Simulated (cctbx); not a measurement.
# AsN6 with cctbx, script by script

Library: cctbx 2025.11. The data are simulated by the first script.

## 1. Simulate the data

run.py:

```python
from cctbx import adptbx, crystal, miller, sgtbx, xray
from cctbx.array_family import flex
from iotbx.shelx import hklf
from scitbx import matrix
import scitbx.random

cs = crystal.symmetry(unit_cell=(6.453, 6.453, 12.555, 90, 90, 120), space_group_symbol='Hall: -R 3 2"')  # R-3m
atoms = [  # label, site, U (iso, or U11 U22 U33 U12 U13 U23 in A^2), occupancy
    ("As1", (1/3, 2/3, 0.0638), (0.0063, 0.0063, 0.0062, 0.0032, 0.0000, 0.0000), 0.95),
    ("N1", (1/3, 2/3, 0.0638), (0.0063, 0.0063, 0.0062, 0.0032, 0.0000, 0.0000), 0.05),
    ("N2", (0.5424, 0.7712, 0.7834), (0.0042, 0.0041, 0.0043, 0.0021, 0.0001, 0.0000), 0.9833),
    ("As2", (0.5424, 0.7712, 0.7834), (0.0042, 0.0041, 0.0043, 0.0021, 0.0001, 0.0000), 0.0167),
    ("N3", (0.1536, 0.3072, 0.0275), (0.0066, 0.0070, 0.0066, 0.0035, 0.0002, 0.0004), 1),
]
xs = xray.structure(crystal_symmetry=cs)
for label, site, u, occ in atoms:
    u = adptbx.u_cif_as_u_star(cs.unit_cell(), u) if isinstance(u, tuple) else u
    xs.add_scatterer(xray.scatterer(label, site=site, u=u, occupancy=occ))
xs.set_inelastic_form_factors(0.71073, "sasaki")
xs.show_summary()
p1 = xs.expand_to_p1()
ms = miller.build_set(p1, anomalous_flag=True, d_min=0.84)
flex.set_random_seed(759365)
scitbx.random.set_random_seed(759365)
ms = ms.select(flex.random_double(ms.size()) < 0.7)
i = ms.structure_factors_from_scatterers(p1, algorithm="direct").f_calc().as_intensity_array().data()
i = i * 70000 / flex.max(i)
sig = flex.sqrt(i + flex.pow2(0.02 * i) + 15 ** 2)
noise = scitbx.random.variate(scitbx.random.normal_distribution())(i.size())
data = ms.array(data=i + sig * noise, sigmas=sig).set_observation_type_xray_intensity()
with open("data.hkl", "w") as f:
    data.export_as_shelx_hklf(f)
print("reflections written:", data.size(), " <I/sigma> = %.1f" % flex.mean(data.data() / data.sigmas()))
for h, a, b in list(data.sort("data"))[:12]:
    print("%4d%4d%4d %9.1f %7.1f" % (h + (a, b)))
```

```console
$ python run.py
```

```text
Number of scatterers: 5
At special positions: 5
Unit cell: (6.453, 6.453, 12.555, 90, 90, 120)
Space group: R -3 m :H (No. 166)
reflections written: 2247  <I/sigma> = 12.4
   0   2   1   71413.4  1424.9
   0  -2  -1   70895.3  1424.9
   2   0  -1   68214.0  1424.9
   0  -1   4   64630.3  1293.3
   1   0   4   62372.7  1293.3
   0   1  -4   62327.7  1293.3
  -1   1   4   62165.9  1293.3
  -2  -1   5   57367.7  1148.2
  -2   3  -5   56757.1  1148.2
   2   1  -5   56470.3  1148.2
   3  -1  -5   56453.2  1148.2
  -3   2  -5   55873.6  1148.2
```

Run time: 0.36 s on 1 thread of Arm Neoverse N1, on a shared host, peak memory 0.07 GiB.

## 2. Refinement

run.py:

```python
import math
from cctbx import adptbx, crystal, maptbx, sgtbx, xray
from cctbx.array_family import flex
from cctbx.xray import observations
from iotbx.shelx import hklf
from scitbx.lstbx import normal_eqns_solving
from smtbx import absolute_structure, utils
from smtbx.refinement import constraints, least_squares

cs = crystal.symmetry(unit_cell=(6.453, 6.453, 12.555, 90, 90, 120), space_group_symbol='Hall: -R 3 2"')  # R-3m
atoms = [  # label, site, U (iso, or U11 U22 U33 U12 U13 U23 in A^2), occupancy
    ("As1", (1/3, 2/3, 0.0638), 0.0200, 1),
    ("N2", (0.5424, 0.7712, 0.7834), 0.0200, 1),
    ("N3", (0.1536, 0.3072, 0.0275), 0.0200, 1),
]
xs = xray.structure(crystal_symmetry=cs)
for label, site, u, occ in atoms:
    u = adptbx.u_cif_as_u_star(cs.unit_cell(), u) if isinstance(u, tuple) else u
    xs.add_scatterer(xray.scatterer(label, site=site, u=u, occupancy=occ))
xs.set_inelastic_form_factors(0.71073, "sasaki")
xs.convert_to_anisotropic()
raw = hklf.reader(file_name="data.hkl").as_miller_arrays(crystal_symmetry=cs, anomalous=True)[0]
merged = raw.eliminate_sys_absent().merge_equivalents()
fo2 = merged.array().set_observation_type_xray_intensity()
print("Rint %.3f, %d unique reflections to %.2f A" % (merged.r_int(), fo2.size(), fo2.d_min()))
for sc in xs.scatterers():
    sc.flags.set_grad_site(True)
    sc.flags.set_grad_u_aniso(sc.flags.use_u_aniso())
    sc.flags.set_grad_u_iso(sc.flags.use_u_iso())
obs = fo2.as_xray_observations()
extra = {}
rep = constraints.reparametrisation(xs, [], utils.connectivity_table(xs), **extra)
ls = least_squares.crystallographic_ls(obs, rep, weighting_scheme=least_squares.mainstream_shelx_weighting(a=0, b=0))
print("cycle     R1     wR2    GooF  max shift (A)")
for cycle in range(12):
    ls.build_up()
    r1, wr2, goof = ls.r1_factor(cutoff_factor=2)[0], ls.wR2(), ls.goof()
    old = xs.sites_cart()
    normal_eqns_solving.levenberg_marquardt_iterations(ls, n_max_iterations=3, tau=1e-06, step_threshold=1e-7)
    big = flex.max((xs.sites_cart() - old).norms())
    print("%4d %7.4f %7.4f %7.3f %9.5f" % (cycle + 1, r1, wr2, goof, big))
    ls.build_up(objective_only=True)
    if abs(ls.wR2() - wr2) < 5e-5 and big < 5e-4:
        break
ls.build_up()
print("final R1 %.4f wR2 %.4f GooF %.3f  parameters %d  data/parameter %.1f" % (ls.r1_factor(cutoff_factor=2)[0], ls.wR2(), ls.goof(), ls.n_parameters, fo2.size() / ls.n_parameters))
cov = ls.covariance_matrix_and_annotations()
su = dict(zip(cov.annotations, (math.sqrt(max(v, 0)) for v in cov.matrix.matrix_packed_u_diagonal())))
a2 = cs.unit_cell().reciprocal_parameters()[0] ** -2
print("atom        x        y        z      Ueq    occ   su(xyz)  su(Uiso or U11)")
for sc in xs.scatterers():
    s = max(su.get(sc.label + k, 0) for k in (".x", ".y", ".z"))
    npd = "" if sc.is_positive_definite_u(cs.unit_cell()) else "  NPD"
    print("%-5s %8.5f %8.5f %8.5f %8.4f %6.3f %8.5f %7.4f%s" % ((sc.label,) + sc.site + (sc.u_iso_or_equiv(cs.unit_cell()), sc.occupancy, s, su.get(sc.label + ".uiso", su.get(sc.label + ".u11", 0) * a2), npd)))
fo = fo2.f_sq_as_f()
fc = fo.structure_factors_from_scatterers(xs, algorithm="direct").f_calc()
diff = fo.f_obs_minus_f_calc(1 / math.sqrt(ls.scale_factor()), fc).average_bijvoet_mates()
m = diff.fft_map(symmetry_flags=maptbx.use_space_group_symmetry, resolution_factor=0.25).apply_volume_scaling()
print("difference map: max %.2f min %.2f rms %.2f" % (m.statistics().max(), m.statistics().min(), m.statistics().sigma()))
peaks = m.peak_search(parameters=maptbx.peak_search_parameters(min_distance_sym_equiv=0.6, max_clusters=6)).all()
near = xs.closest_distances(peaks.sites(), distance_cutoff=4)
sps = cs.special_position_settings(min_distance_sym_equiv=0.5)
for k, (x, h) in enumerate(zip(peaks.sites(), peaks.heights())):
    ss = sps.site_symmetry(x)
    print("Q%-3d %7.4f %7.4f %7.4f %4d %7.2f  %.2f A from %s" % ((k + 1,) + tuple(t % 1 for t in ss.exact_site()) + (ss.multiplicity(), h, near.smallest_distances[k], xs.scatterers()[near.i_seqs[k]].label)))
```

```console
$ python run.py
```

```text
Rint 0.015, 119 unique reflections to 0.84 A
cycle     R1     wR2    GooF  max shift (A)
   1  0.1003  0.2380  23.832   0.00622
   2  0.0158  0.0442   4.421   0.00001
final R1 0.0158 wR2 0.0442 GooF 4.421  parameters 15  data/parameter 7.9
atom        x        y        z      Ueq    occ   su(xyz)  su(Uiso or U11)
As1    0.33333  0.66667  0.06379   0.0061  1.000  0.00004  0.0003
N2     0.54232  0.77116  0.78321  -0.0045  1.000  0.00044  0.0010  NPD
N3     0.15310  0.30620  0.02728   0.0035  1.000  0.00048  0.0010
difference map: max 0.53 min -0.19 rms 0.10
Q1    0.0936  0.5468  0.5352   18    0.54  0.25 A from N2
Q2    0.0445  0.5222  0.3039   18    0.30  0.40 A from N3
Q3    0.0000  0.0000  0.3987    6    0.23  0.02 A from As1
Q4    0.0812  0.1623  0.0208   18    0.19  0.81 A from N3
Q5    0.0278  0.5139  0.7333   18    0.14  0.49 A from N3
Q6    0.0000  0.0000  0.5000    3    0.11  1.29 A from As1
```

Time: 0.5 s.

This run holds a fault made on purpose: disorder ignored: each site full, of its main element.

## 3. Refinement (occupancies of the disordered sites free, main element alone)

run.py, as its changes from the last script of this kind:

```diff
@@ -12,3 +12,3 @@
-    ("As1", (1/3, 2/3, 0.0638), 0.0200, 1),
-    ("N2", (0.5424, 0.7712, 0.7834), 0.0200, 1),
-    ("N3", (0.1536, 0.3072, 0.0275), 0.0200, 1),
+    ("As1", (1/3, 2/3, 0.06379), 0.0120, 1),
+    ("N2", (0.54232, 0.77116, 0.78321), 0.0120, 1),
+    ("N3", (0.1531, 0.3062, 0.02728), 0.0120, 1),
@@ -29,0 +30 @@
+    sc.flags.set_grad_occupancy(sc.label in ('As1', 'N2'))
@@ -35 +36 @@
-for cycle in range(12):
+for cycle in range(20):
@@ -54,0 +56,2 @@
+print("su of occupancy As1: %.3f" % su["As1.occ"])
+print("su of occupancy N2: %.3f" % su["N2.occ"])
```

```console
$ python run.py
```

```text
Rint 0.015, 119 unique reflections to 0.84 A
cycle     R1     wR2    GooF  max shift (A)
   1  0.0585  0.1486  15.027   0.00387
   2  0.0080  0.0217   2.195   0.00154
   3  0.0055  0.0148   1.501   0.00062
   4  0.0050  0.0131   1.322   0.00025
   5  0.0049  0.0125   1.269   0.00011
   6  0.0049  0.0123   1.244   0.00005
   7  0.0049  0.0122   1.230   0.00004
   8  0.0048  0.0121   1.220   0.00004
   9  0.0048  0.0120   1.213   0.00003
final R1 0.0048 wR2 0.0120 GooF 1.208  parameters 17  data/parameter 7.0
atom        x        y        z      Ueq    occ   su(xyz)  su(Uiso or U11)
As1    0.33333  0.66667  0.06380   0.0065  0.954  0.00001  0.0001
N2     0.54255  0.77128  0.78339   0.0020  1.071  0.00012  0.0003
N3     0.15365  0.30731  0.02743   0.0070  1.000  0.00014  0.0003
su of occupancy As1: 0.003
su of occupancy N2: 0.005
difference map: max 0.09 min -0.09 rms 0.03
Q1    0.0769  0.1539  0.0143   18    0.09  0.87 A from N3
Q2    0.0000  0.0000  0.2201    6    0.08  1.75 A from N2
Q3    0.0895  0.1791  0.7687   18    0.07  1.45 A from N2
Q4    0.0506  0.5253  0.3727   18    0.07  0.94 A from N3
Q5    0.0000  0.0000  0.2988    6    0.07  1.23 A from As1
Q6    0.0000  0.0000  0.0563    6    0.07  1.39 A from N2
```

It took 0.84 s on 1 thread of Arm Neoverse N1, with other jobs on the host, peak memory 0.09 GiB.

[Logs are printed without paths, hosts, clocks, repeated set-up lines and the standing remarks that a program may print on its own settings, such as how far it seeks lower states.]
